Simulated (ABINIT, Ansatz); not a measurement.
**ZrPbO3 (Pm-3m): modes at Γ and the response to a field**

Aim: the zone-centre modes of ZrPbO3 (Pm-3m).

Method: DFT LDA, scalar-relativistic, plane waves, PseudoDojo norm-conserving pseudopotentials, in ABINIT 10.8.3.

**1. Starting point**

Symmetry: Pm-3m, No. 221, cubic system. Conventional cell: a = 4.209 Å, b = 4.209 Å, c = 4.209 Å, α = 90.00°, β = 90.00°, γ = 90.00°. Nearest to Zr lie 6 O at 2.10 Å. Nearest to Pb lie 12 O at 2.98 Å. O has 2 Zr at 2.10 Å nearest. Farther neighbours and most contacts between anions are not listed.

**2. A probe with smearing**

A first run with smearing and empty bands tells whether the crystal has a gap, which decides between fixed occupations and smearing later on.

Contents of probe.abi:

```
# ground state
tolvrs 1.0d-08
prtden 1
prtwf 1

# basis, mesh and filling
ecut 36.0
ngkpt 4 4 4
nshiftk 1
shiftk 0.0 0.0 0.0
istwfk *1
occopt 7
tsmear 0.005
nband 31
nstep 100
diemac 9.0
prtebands 0
prtgsr 0
useylm 1

# cell and atoms
acell 3*1.0 Angstrom
rprim 
    4.208933 0.0 0.0
    0.0 4.208933 0.0
    0.0 0.0 4.208933
ntypat 3
znucl 40 82 8
natom 5
typat 1 2 3 3 3
xred 
    0.0 0.0 0.0
    0.5 0.5 0.5
    0.5 0.0 0.0
    0.0 0.0 0.5
    0.0 0.5 0.0
pp_dirpath "./pseudo"
pseudos "Zr.upf, Pb.upf, O.upf"
```

Started as:

```
OMP_NUM_THREADS=1 mpirun -n 4 abinit probe.abi > probe.log
```

Numbers of over 12 decimals in the logs are rounded to 6 here.

probe.abo, the main output file:

```text
[banners, grids, parts of the stress and lines that vanish by symmetry left out]
- input  file    -> probe.abi
- output file    -> probe.abo
- root for input  files -> probei
[...]
Symmetries : space group Pm -3 m (#221); Bravais cP (primitive cubic)
[...]
mpw =        5232          nfft =       91125          nkpt =          10
[...]
== DATASET  1 ==================================================================
[...]
cutoff_energies: {ecut:  36.0, pawecutdg:  -1.0, }
[...]
ETOT  1  -170.07562744516    -1.701E+02 1.163E-01 1.884E+03
 ETOT  2  -168.83148957169     1.244E+00 2.694E-02 4.819E+03
 ETOT  3  -170.62398260249    -1.792E+00 1.335E-02 1.751E+02
 ETOT  4  -170.67242238711    -4.844E-02 1.528E-02 1.390E+01
 ETOT  5  -170.67528559134    -2.863E-03 2.935E-03 2.219E+00
[...]
ETOT 10  -170.67594033278    -3.384E-09 8.470E-04 9.173E-08
 ETOT 11  -170.67594033279    -7.475E-12 2.044E-04 1.240E-10
 At SCF step   11       vres2   =  1.24E-10 < tolvrs=  1.00E-08 =>converged.
[...]
sigma(1 1)=  4.07141311E-04  sigma(3 2)=  0.00000000E+00
  sigma(2 2)=  4.07141311E-04  sigma(3 1)=  0.00000000E+00
  sigma(3 3)=  4.07141311E-04  sigma(2 1)=  0.00000000E+00
[...]
convergence: {deltae: -7.475E-12, res2:  1.240E-10, residm:  2.044E-04, diffor: null, }
etotal    :  -1.70675940E+02
[...]
sigma(1 1)=  4.07141311E-04  sigma(3 2)=  0.00000000E+00
  sigma(2 2)=  4.07141311E-04  sigma(3 1)=  0.00000000E+00
  sigma(3 3)=  4.07141311E-04  sigma(2 1)=  0.00000000E+00
[...]
- sigma(1 1)=  1.19785109E+01  sigma(3 2)=  0.00000000E+00
- sigma(2 2)=  1.19785109E+01  sigma(3 1)=  0.00000000E+00
- sigma(3 3)=  1.19785109E+01  sigma(2 1)=  0.00000000E+00
[...]
fcart     -0.0000000000E+00 -0.0000000000E+00 -0.0000000000E+00
           strten      4.0714131104E-04  4.0714131104E-04  4.0714131104E-04
================================================================================

[key lines of the parts left out:]
pressure_GPa:  -1.1979E+01
```

Wall time 25 s (4 MPI ranks of Arm Neoverse V1, shared host); 1.7 min of CPU time.

Numbers from this step:

```yaml
volume_per_atom: 14.91 Å³
pressure: -11.98 GPa
gap_on_the_k_mesh: 2.168 eV
```

A gap of 2.2 eV opens on this mesh, so the crystal is taken as an insulator; the printed pressure holds the stress of the finite basis too.

**3. Relaxing the cell and atoms**

The harmonic expansion needs vanishing forces, and a free crystal bears no stress, so cell and atoms are brought to rest. Stress is more sensitive to the basis than forces are: the last 3 Ha under the cutoff are smoothed with ecutsm, and the cutoff is raised above that of the later runs.

Contents of relax.abi:

```
# relaxation
ionmov 2
optcell 2
dilatmx 1.08
ntime 40
tolmxf 1.0d-05
tolvrs 1.0d-14
prtwf 0
prtden 0
chksymtnons 0

# basis, mesh and filling
ecut 44.0
ecutsm 3.0
ngkpt 6 6 6
nshiftk 1
shiftk 0.0 0.0 0.0
istwfk *1
occopt 1
nband 22
nstep 100
diemac 9.0
prtebands 0
prtgsr 0
useylm 1

# cell and atoms
acell 3*1.0 Angstrom
rprim 
    4.208933 0.0 0.0
    0.0 4.208933 0.0
    0.0 0.0 4.208933
ntypat 3
znucl 40 82 8
natom 5
typat 1 2 3 3 3
xred 
    0.0 0.0 0.0
    0.5 0.5 0.5
    0.5 0.0 0.0
    0.0 0.0 0.5
    0.0 0.5 0.0
pp_dirpath "./pseudo"
pseudos "Zr.upf, Pb.upf, O.upf"
```

Started as:

```
OMP_NUM_THREADS=1 mpirun -n 4 abinit relax.abi > relax.log
```

relax.abo, the main output file:

```text
[banners, grids, parts of the stress and lines that vanish by symmetry left out]
- input  file    -> relax.abi
- output file    -> relax.abo
- root for input  files -> relaxi
[...]
Symmetries : space group Pm -3 m (#221); Bravais cP (primitive cubic)
[...]
mpw =        8858          nfft =      157464          nkpt =          20
[...]
== DATASET  1 ==================================================================
[...]
cutoff_energies: {ecut:  44.0, pawecutdg:  -1.0, }
[...]
ETOT  1  -169.70620044381    -1.697E+02 2.274E-01 7.551E+02
 ETOT  2  -170.66177963667    -9.556E-01 1.076E-01 1.392E+02
 ETOT  3  -170.67197082570    -1.019E-02 5.695E-03 3.159E+01
 ETOT  4  -170.65968901225     1.228E-02 5.522E-04 1.101E+02
 ETOT  5  -170.67440635284    -1.472E-02 7.332E-05 1.699E+01
[...]
At SCF step   20       vres2   =  4.50E-15 < tolvrs=  1.00E-14 =>converged.
[...]
sigma(1 1)=  3.83116924E-04  sigma(3 2)=  0.00000000E+00
  sigma(2 2)=  3.83116924E-04  sigma(3 1)=  0.00000000E+00
  sigma(3 3)=  3.83116924E-04  sigma(2 1)=  0.00000000E+00
[...]
convergence: {deltae: -7.475E-12, res2:  4.499E-15, residm:  8.207E-16, diffor: null, }
etotal    :  -1.70677483E+02
[...]
ETOT  1  -170.65070793482    -1.707E+02 3.512E-01 2.566E+02
[...]
At SCF step   16       vres2   =  2.81E-16 < tolvrs=  1.00E-14 =>converged.
[...]
sigma(1 1)=  2.16718038E-04  sigma(3 2)=  0.00000000E+00
  sigma(2 2)=  2.16718038E-04  sigma(3 1)=  0.00000000E+00
  sigma(3 3)=  2.16718038E-04  sigma(2 1)=  0.00000000E+00
[...]
convergence: {deltae: -5.031E-12, res2:  2.811E-16, residm:  7.287E-18, diffor: null, }
etotal    :  -1.70682674E+02
[...]
ETOT  1  -170.64072909314    -1.706E+02 1.023E-01 3.678E+02
[...]
At SCF step   17       vres2   =  7.79E-16 < tolvrs=  1.00E-14 =>converged.
[...]
sigma(1 1)= -2.54414415E-05  sigma(3 2)=  0.00000000E+00
  sigma(2 2)= -2.54414415E-05  sigma(3 1)=  0.00000000E+00
  sigma(3 3)= -2.54414415E-05  sigma(2 1)=  0.00000000E+00
[...]
convergence: {deltae:  6.224E-12, res2:  7.793E-16, residm:  6.045E-19, diffor: null, }
etotal    :  -1.70684694E+02
[...]
ETOT  1  -170.68420747381    -1.707E+02 1.116E-07 4.235E+00
[...]
At SCF step   15       vres2   =  5.86E-16 < tolvrs=  1.00E-14 =>converged.
[...]
sigma(1 1)=  1.33099870E-06  sigma(3 2)=  0.00000000E+00
  sigma(2 2)=  1.33099870E-06  sigma(3 1)=  0.00000000E+00
  sigma(3 3)=  1.33099870E-06  sigma(2 1)=  0.00000000E+00
[...]
convergence: {deltae: -7.049E-12, res2:  5.856E-16, residm:  6.251E-19, diffor: null, }
etotal    :  -1.70684718E+02
[...]
ETOT  1  -170.68471656284    -1.707E+02 1.218E-08 1.043E-02
[...]
ETOT 11  -170.68471781908     1.819E-12 1.779E-17 5.714E-14
 ETOT 12  -170.68471781907     5.002E-12 1.198E-18 8.570E-15
 At SCF step   12       vres2   =  8.57E-15 < tolvrs=  1.00E-14 =>converged.
[...]
sigma(1 1)=  7.33048783E-09  sigma(3 2)=  0.00000000E+00
  sigma(2 2)=  7.33048782E-09  sigma(3 1)=  0.00000000E+00
  sigma(3 3)=  7.33048782E-09  sigma(2 1)=  0.00000000E+00
[...]
convergence: {deltae:  5.002E-12, res2:  8.570E-15, residm:  1.198E-18, diffor: null, }
etotal    :  -1.70684718E+02
[...]
At Broyd/MD step   5, gradients are converged :
[...]
sigma(1 1)=  7.33048783E-09  sigma(3 2)=  0.00000000E+00
  sigma(2 2)=  7.33048782E-09  sigma(3 1)=  0.00000000E+00
  sigma(3 3)=  7.33048782E-09  sigma(2 1)=  0.00000000E+00
[...]
- sigma(1 1)=  2.15670398E-04  sigma(3 2)=  0.00000000E+00
- sigma(2 2)=  2.15670398E-04  sigma(3 1)=  0.00000000E+00
- sigma(3 3)=  2.15670398E-04  sigma(2 1)=  0.00000000E+00
[...]
fcart     -0.0000000000E+00 -0.0000000000E+00 -0.0000000000E+00
           strten      7.3304878279E-09  7.3304878209E-09  7.3304878209E-09
================================================================================

[key lines of the parts left out:]
pressure_GPa:  -2.1567E-04
Total energy (etotal) [Ha]= -1.70684717819072E+02
```

The job ended after 4.6 min (4 MPI ranks; 18 min of CPU time).

The steps of the relaxation:

| step | energy less that of the first step (eV) | largest force (eV/Å) | volume (Å³) |
| --- | --- | --- | --- |
| 1 | 0.0000 | 0.0000 | 74.56 |
| 2 | -0.1413 | 0.0000 | 72.02 |
| 3 | -0.1962 | 0.0000 | 69.04 |
| 4 | -0.1969 | 0.0000 | 69.33 |
| 5 | -0.1969 | 0.0000 | 69.32 |

| conventional cell, symmetrised | before | after | change |
| --- | --- | --- | --- |
| a (Å) | 4.209 | 4.108 | -2.4 % |
| b (Å) | 4.209 | 4.108 | -2.4 % |
| c (Å) | 4.209 | 4.108 | -2.4 % |
| volume (Å³/atom) | 14.91 | 13.86 | -7.0 % |

Final coordinates:

```xyz
5
Lattice="4.1079 0.0000 0.0000 0.0000 4.1079 0.0000 0.0000 0.0000 4.1079" Properties=species:S:1:pos:R:3 pbc="T T T"
Zr    0.0000    0.0000    0.0000
Pb    2.0539    2.0539    2.0539
O     2.0539    0.0000    0.0000
O     0.0000    0.0000    2.0539
O     0.0000    2.0539    0.0000
```

This step gave:

- volume per atom: 13.86 Å³
- pressure: -2.16e-4 GPa

The volume changes by -7.0 % in this run and stands -7.0 % from the first cell.

**4. Ground state**

The response is built on these wavefunctions, so the potential is converged far more tightly than an energy would need. The mesh is shifted off Γ, since shifted meshes converge sums over the zone faster.

Contents of gs.abi:

```
# ground state
tolvrs 1.0d-16
prtden 1
prtwf 1

# basis, mesh and filling
ecut 36.0
ngkpt 6 6 6
nshiftk 1
shiftk 0.5 0.5 0.5
istwfk *1
occopt 1
nband 22
nstep 100
diemac 9.0
prtebands 0
prtgsr 0
useylm 1

# cell and atoms
acell 3*1.0 Angstrom
rprim 
    4.107887443 0.0 0.0
    0.0 4.107887443 0.0
    0.0 0.0 4.107887443
ntypat 3
znucl 40 82 8
natom 5
typat 1 2 3 3 3
xred 
    0.0 0.0 0.0
    0.5 0.5 0.5
    0.5 0.0 0.0
    0.0 0.0 0.5
    0.0 0.5 0.0
pp_dirpath "./pseudo"
pseudos "Zr.upf, Pb.upf, O.upf"
```

Started as:

```
OMP_NUM_THREADS=1 mpirun -n 4 abinit gs.abi > gs.log
```

gs.abo, the main output file:

```text
[banners, grids, parts of the stress and lines that vanish by symmetry left out]
- input  file    -> gs.abi
- output file    -> gs.abo
- root for input  files -> gsi
[...]
Symmetries : space group Pm -3 m (#221); Bravais cP (primitive cubic)
[...]
mpw =        4848          nfft =       91125          nkpt =          10
[...]
== DATASET  1 ==================================================================
[...]
cutoff_energies: {ecut:  36.0, pawecutdg:  -1.0, }
[...]
ETOT  1  -169.71456120195    -1.697E+02 2.637E-01 6.410E+02
 ETOT  2  -170.65092391943    -9.364E-01 8.550E-03 8.798E+01
 ETOT  3  -170.65158915502    -6.652E-04 1.053E-03 1.129E+02
 ETOT  4  -170.65914685079    -7.558E-03 1.431E-03 9.372E+01
 ETOT  5  -170.68352254251    -2.438E-02 3.682E-04 2.120E-01
[...]
ETOT 21  -170.68367638819     0.000E+00 7.231E-19 2.345E-16
 ETOT 22  -170.68367638819    -1.137E-12 6.138E-20 1.280E-17
 At SCF step   22       vres2   =  1.28E-17 < tolvrs=  1.00E-16 =>converged.
[...]
sigma(1 1)=  2.78637915E-05  sigma(3 2)=  0.00000000E+00
  sigma(2 2)=  2.78637915E-05  sigma(3 1)=  0.00000000E+00
  sigma(3 3)=  2.78637915E-05  sigma(2 1)=  0.00000000E+00
[...]
convergence: {deltae: -1.137E-12, res2:  1.280E-17, residm:  6.138E-20, diffor: null, }
etotal    :  -1.70683676E+02
[...]
sigma(1 1)=  2.78637915E-05  sigma(3 2)=  0.00000000E+00
  sigma(2 2)=  2.78637915E-05  sigma(3 1)=  0.00000000E+00
  sigma(3 3)=  2.78637915E-05  sigma(2 1)=  0.00000000E+00
[...]
- sigma(1 1)=  8.19781047E-01  sigma(3 2)=  0.00000000E+00
- sigma(2 2)=  8.19781047E-01  sigma(3 1)=  0.00000000E+00
- sigma(3 3)=  8.19781047E-01  sigma(2 1)=  0.00000000E+00
[...]
fcart     -0.0000000000E+00 -0.0000000000E+00 -0.0000000000E+00
           strten      2.7863791457E-05  2.7863791457E-05  2.7863791457E-05
================================================================================

[key lines of the parts left out:]
pressure_GPa:  -8.1978E-01
```

Run time: 29 s. Hardware: 4 MPI ranks; 2 min of CPU time.

This step gave:

```yaml
pressure: -0.8198 GPa
```

The cell stands at -0.82 GPa: the relaxation ran with a smoothed and higher cutoff and on another k mesh.

**5. The gap at rest**

Empty bands on the ground state's density check that the gap assumed so far is there in this cell.

Contents of gap.abi:

```
# empty bands on the ground state's density
iscf -2
getden_filepath "gso_DEN"
tolwfr 1.0d-12
nbdbuf 2
prtwf 0

# basis, mesh and filling
ecut 36.0
ngkpt 6 6 6
nshiftk 1
shiftk 0.0 0.0 0.0
istwfk *1
occopt 1
nband 26
nstep 100
diemac 9.0
prtebands 0
prtgsr 0
useylm 1

# cell and atoms
acell 3*1.0 Angstrom
rprim 
    4.107887443 0.0 0.0
    0.0 4.107887443 0.0
    0.0 0.0 4.107887443
ntypat 3
znucl 40 82 8
natom 5
typat 1 2 3 3 3
xred 
    0.0 0.0 0.0
    0.5 0.5 0.5
    0.5 0.0 0.0
    0.0 0.0 0.5
    0.0 0.5 0.0
pp_dirpath "./pseudo"
pseudos "Zr.upf, Pb.upf, O.upf"
```

Started as:

```
OMP_NUM_THREADS=1 mpirun -n 4 abinit gap.abi > gap.log
```

gap.abo, the main output file:

```text
[banners, grids, parts of the stress and lines that vanish by symmetry left out]
- input  file    -> gap.abi
- output file    -> gap.abo
- root for input  files -> gapi
[...]
Symmetries : space group Pm -3 m (#221); Bravais cP (primitive cubic)
[...]
mpw =        4853          nfft =       91125          nkpt =          20
[...]
== DATASET  1 ==================================================================
[...]
cutoff_energies: {ecut:  36.0, pawecutdg:  -1.0, }
[...]
-outvars: echo values of variables after computation
            acell      1.8897261259E+00  1.8897261259E+00  1.8897261259E+00 Bohr
================================================================================
```

Wall time 31 s (4 MPI ranks).

Read from the output:

* gap on the k-mesh: 2.373 eV

In this cell the gap on the mesh is 2.4 eV, direct, so fixed occupations hold.

[end of part 1 of 3]

[Host names and launcher messages were left out of these logs when they were recorded.]

[Logs are printed without paths, hosts, clocks, repeated set-up lines and the standing remarks that a program may print on its own settings, such as how far it seeks lower states.]

[Hosts, paths, dates, database ids (printed as entryN), source tags and the programs' standing remarks are cut or masked in the printed files.]
